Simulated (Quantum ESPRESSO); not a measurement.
## PbF2 (Fluorocronite): from Born charge to LO-TO splitting

How high does the longitudinal optical mode of PbF2 (Fluorocronite) lie, given the transverse one, the Born charge and ε∞?

Calculated with Quantum ESPRESSO 8.0 development, patched; DFT LDA, scalar-relativistic, plane waves, PseudoDojo norm-conserving pseudopotentials.

The database entry behind the starting cell differs from later determinations by our own check (0.1 to 0.3 % short, probably kX units), so it need not match the best structure at ambient conditions.

## Step 1: The relaxed structure

It takes space group Fm-3m (No. 225, cubic). The conventional cell has a = 5.811 Å, b = 5.811 Å, c = 5.811 Å, α = 90.00°, β = 90.00°, γ = 90.00°. Pb has 8 F at 2.52 Å nearest. F has 4 Pb at 2.52 Å nearest. Farther neighbours and most contacts between anions are not listed.

This is the cell after its relaxation at this level of theory, not the database cell from which that began.

## Step 2: What the response run gave

A linear-response run on the relaxed cell, with the response to an electric field; only its zone-centre results are used. Cutoff 84 Ry, k mesh 8×8×8.

The log of the run:

```text
[banners, grids, parts of the stress and lines that vanish by symmetry left out]
Program PHONON v.8.0dev
     Dynamical matrices for q-points given in input
     (   1q-points):
[...]
Exchange-correlation= PW
                           (   1   4   0   0   0   0   0)
[...]
kinetic-energy cut-off    =      84.0000  Ry
     charge density cut-off    =     336.0000  Ry
     convergence threshold     =      1.0E-18
[...]
Exchange-correlation= PW
                           (   1   4   0   0   0   0   0)
[...]
q = (   0.0000000   0.0000000   0.0000000 )
     49 Sym.Ops. (with q -> -q+G )
     G cutoff = 1026.3313  (  34333 G-vectors)     FFT grid: ( 45, 45, 45)
     number of k points=    29
[...]
Mode symmetry, O_h (m-3m)  point group:
[...]
Dielectric constant
[...]
End of electric fields calculation
          Dielectric constant in cartesian axis
          (       3.444230303      -0.000000000      -0.000000000 )
          (      -0.000000000       3.444230303       0.000000000 )
          (      -0.000000000       0.000000000       3.444230303 )
          Effective charges (d Force / dE) in cartesian axis without acoustic sum rule applied (asr)
           atom    1  Pb    Mean Z*:        3.22624
      Ex  (        3.22624        0.00000        0.00000 )
      Ey  (        0.00000        3.22624       -0.00000 )
      Ez  (        0.00000       -0.00000        3.22624 )
           atom    2  F     Mean Z*:       -1.61305
      Ex  (       -1.61305       -0.00000        0.00000 )
      Ey  (        0.00000       -1.61305        0.00000 )
      Ez  (        0.00000        0.00000       -1.61305 )
           atom    3  F     Mean Z*:       -1.61305
      Ex  (       -1.61305       -0.00000       -0.00000 )
      Ey  (       -0.00000       -1.61305        0.00000 )
      Ez  (       -0.00000        0.00000       -1.61305 )
          Effective charges Sum: Mean:        0.00013
[...]
Effective charges (d Force / dE) in cartesian axis with asr applied:
           atom    1  Pb    Mean Z*:        3.22620
[...]
atom    2  F     Mean Z*:       -1.61310
[...]
atom    3  F     Mean Z*:       -1.61310
[...]
Dielectric constant from finite-differences
          (       3.444338625       0.000000000       0.000000000 )
          (       0.000000000       3.444338625      -0.000000000 )
          (       0.000000000      -0.000000000       3.444338625 )
[...]
(      -0.000000000       0.000000000       0.000000000 )
          (       0.000000000       0.000000000       0.000000000 )
[...]
(      -0.000000000      -0.000000000      -0.000000000 )
          (       0.187333110       0.000000000       0.000000000 )
          (       0.000000000       0.187333110       0.000000000 )
          (       0.187333110      -0.000000000       0.000000000 )
          (       0.000000000       0.000000000      -0.000000000 )
[...]
Representation #   1 modes #   1   2   3
[...]
End of self-consistent calculation
     Convergence has been achieved
     Representation #   2 modes #   4   5   6
[...]
End of self-consistent calculation
     Convergence has been achieved
     Representation #   3 modes #   7   8   9
[...]
End of self-consistent calculation
     Convergence has been achieved
[...]
Dielectric constant in cartesian axis
          (       3.444230303      -0.000000000      -0.000000000 )
          (      -0.000000000       3.444230303       0.000000000 )
          (      -0.000000000       0.000000000       3.444230303 )
          Effective charges (d Force / dE) in cartesian axis without acoustic sum rule applied (asr)
           atom    1  Pb    Mean Z*:        3.22624
      Ex  (        3.22624        0.00000        0.00000 )
      Ey  (        0.00000        3.22624       -0.00000 )
      Ez  (        0.00000       -0.00000        3.22624 )
           atom    2  F     Mean Z*:       -1.61305
      Ex  (       -1.61305       -0.00000        0.00000 )
      Ey  (        0.00000       -1.61305        0.00000 )
      Ez  (        0.00000        0.00000       -1.61305 )
           atom    3  F     Mean Z*:       -1.61305
      Ex  (       -1.61305       -0.00000       -0.00000 )
      Ey  (       -0.00000       -1.61305        0.00000 )
      Ez  (       -0.00000        0.00000       -1.61305 )
          Effective charges Sum: Mean:        0.00013
[...]
Effective charges (d Force / dE) in cartesian axis with asr applied:
           atom    1  Pb    Mean Z*:        3.22620
[...]
atom    2  F     Mean Z*:       -1.61310
[...]
atom    3  F     Mean Z*:       -1.61310
[...]
q = (    0.000000000   0.000000000   0.000000000 )
[...]
freq (    1) =       0.000569 [THz] =       0.018980 [cm-1]
     freq (    2) =       0.000569 [THz] =       0.018980 [cm-1]
     freq (    3) =       0.000569 [THz] =       0.018980 [cm-1]
     freq (    4) =       3.935757 [THz] =     131.282714 [cm-1]
     freq (    5) =       3.935757 [THz] =     131.282714 [cm-1]
     freq (    6) =       3.935757 [THz] =     131.282714 [cm-1]
     freq (    7) =       7.849061 [THz] =     261.816482 [cm-1]
     freq (    8) =       7.849061 [THz] =     261.816482 [cm-1]
     freq (    9) =       7.849061 [THz] =     261.816482 [cm-1]
[...]
Mode symmetry, O_h (m-3m)  point group:
     freq (   1-   3) =          0.0  [cm-1]   --> T_1u G_15  G_4- I
     freq (   4-   6) =        131.3  [cm-1]   --> T_1u G_15  G_4- I
     freq (   7-   9) =        261.8  [cm-1]   --> T_2g G_25' G_5+ R

   JOB DONE.
```

```
                       quantity    value
             cell volume Ω (Å³)   49.058
                 mass of Pb (u)  207.200
                  mass of F (u)   18.998
     Born charge of Pb, raw (e)    3.226
      Born charge of F, raw (e)   -1.613
                             ε∞    3.444
ω(TO) after the sum rule (cm⁻¹)    131.3
```

## Step 3: The calculation

The charges must sum to zero over the cell; taking off their mean, 0.000 e, leaves Z* = 3.226 e on Pb. In the polar mode Pb moves against the two F, so the reduced mass is μ = 207.20 × 38.00 / 245.20 = 32.109 u.

A longitudinal wave builds up a field that adds to the restoring force: ω(LO)² = ω(TO)² + 4π Z*² / (μ Ω ε∞), in Hartree atomic units. With μ = 58530 electron masses and Ω = 331.06 bohr³ the second term is 1.9598e-06 Ha², or 94404 cm⁻² (1 Ha = 219474.6 cm⁻¹).

So ω(LO) = √(17234 + 94404) = 334.1 cm⁻¹, and by the Lyddane-Sachs-Teller relation ε₀ = ε∞ (ω(LO)/ω(TO))² = 22.31.

## Step 4: Check against the program

The analysis program adds the same non-analytic term to the full matrix, here for q along (1 0 0).

The log of the run:

```text
[banners, grids, parts of the stress and lines that vanish by symmetry left out]
[banner, memory and clock lines left out]
Program DYNMAT v.8.0dev

     Reading Dynamical Matrix from file g.dyn
     ...Force constants read
     ...epsilon and Z* read
     ...Raman cross sections read

     Polarizability (A^3 units)
     multiply by 0.551042 for Clausius-Mossotti correction (not under assume_isolated = 'mt')
         9.541963   -0.000000   -0.000000
        -0.000000    9.541963    0.000000
        -0.000000    0.000000    9.541963

     IR activities are in (D/A)^2/amu units
     Raman activities are in A^4/amu units
     multiply Raman by 0.092202 for Clausius-Mossotti correction (not under assume_isolated = 'mt')

# mode   [cm-1]    [THz]      IR          Raman   depol.fact
    1     -0.00   -0.0000    0.0000         0.0000    0.2915
    2     -0.00   -0.0000    0.0000         0.0000    0.7054
[...]
8    261.82    7.8490    0.0000         4.2223    0.7500
    9    334.12   10.0167    7.4787         0.0000    0.7136

[end of the log left out, with the tail of the file of modes that dynmat.x writes under the same name]
```

ε₀ comes from the program's run without a direction of q.

```
    quantity  by hand  program
ω(LO) (cm⁻¹)    334.1    334.1
          ε₀    22.31    22.31
```

## Step 5: Summary of results

```json
{
  "TO mode": "131.3 cm⁻¹",
  "LO mode": "334.1 cm⁻¹",
  "static dielectric constant": "22.31"
}
```

**Reading.** The LO mode of PbF2 (Fluorocronite) lies at 334 cm⁻¹, 203 cm⁻¹ above the TO mode; the formula meets the program within 0.1 cm⁻¹, as it must for a cubic crystal with one polar mode. ω(LO)² − ω(TO)² goes with Z*²/ε∞: an error of 5 % in ε∞ would move the LO mode by 6.8 cm⁻¹, and semilocal functionals tend to overestimate ε∞. These are harmonic values at zero temperature, at the volume of this functional, for the structure held cubic; stability elsewhere in the zone is no part of this calculation.

[Host names and launcher messages were left out of these logs when they were recorded.]

[Logs are printed without paths, hosts, clocks, repeated set-up lines and the standing remarks that a program may print on its own settings, such as how far it seeks lower states.]

[Hosts, paths, dates, database ids (printed as entryN), source tags and the programs' standing remarks are cut or masked in the printed files.]
